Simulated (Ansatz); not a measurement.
# Potential energy on cooling a melt of Bi2Te19O41 (124 atoms)

Calculated with Ansatz 0.2.0: Kohn-Sham DFT, PBE+D3(BJ), PAW (set soft_2, large core), plane waves; cutoff 420 eV, Γ point, fermi-dirac smearing of 0.116 eV. A melt made by DFT dynamics from a random start is cooled at fixed volume, with the thermostat ramped from 1350 to 300 K at 453 K/ps; the atoms lag behind it. The run is cut into twelve blocks of equal length; the table gives means over the six coldest, with energies counted from the coldest.

| mean temperature (K) | potential energy (meV/atom) |
| --- | --- |
| 373 | 0 |
| 484 | 15.58 |
| 562 | 30.38 |
| 705 | 47.94 |
| 764 | ? |
| 781 | 69.96 |

Task: Fit a straight line to the rows given and interpolate to the withheld row.

Worked fit:

For a solid that vibrates harmonically, the potential energy per atom rises as (3/2) k_B T, a line in u = T with slope 0.1293 meV/K.

```
u = T (K)  v (meV/atom)
  372.860             0
  483.631       15.5816
  562.400       30.3797
  704.589       47.9377
  780.779       69.9555
```

With n = 5: mean u = 580.852, mean v = 32.7709, Σ(u − ū)² = 108335.02, Σ(u − ū)(v − v̄) = 17842.30. Slope b = 17842.30 / 108335.02 = 0.16470; intercept a = v̄ − b ū = -62.893.

At T = 763.6 K, v = a + b u.

Prediction at 764: 62.86 meV/atom. The run gave 63.12 meV/atom, so the fit is low by 0.26 meV/atom (0.41 % of the value).

The slope, 0.165 meV/K, is 1.3 times the harmonic value, so anharmonic motion and continued settling of the structure add to it. Over the five hottest of the twelve blocks the slope is 0.225 meV/K, larger, as in a liquid whose structure still changes with temperature. Among the rows given, the largest miss of the fit is at 705, by 5.2 meV/atom (7.5 % of the range of the table).

Limits: At this rate the structure lags behind the temperature, and block means over so few atoms scatter. Classical nuclei: no zero-point motion.

[Logs are printed without paths, hosts, clocks, repeated set-up lines and the standing remarks that a program may print on its own settings, such as how far it seeks lower states.]

[Hosts, paths, dates, database ids (printed as entryN), source tags and the programs' standing remarks are cut or masked in the printed files.]
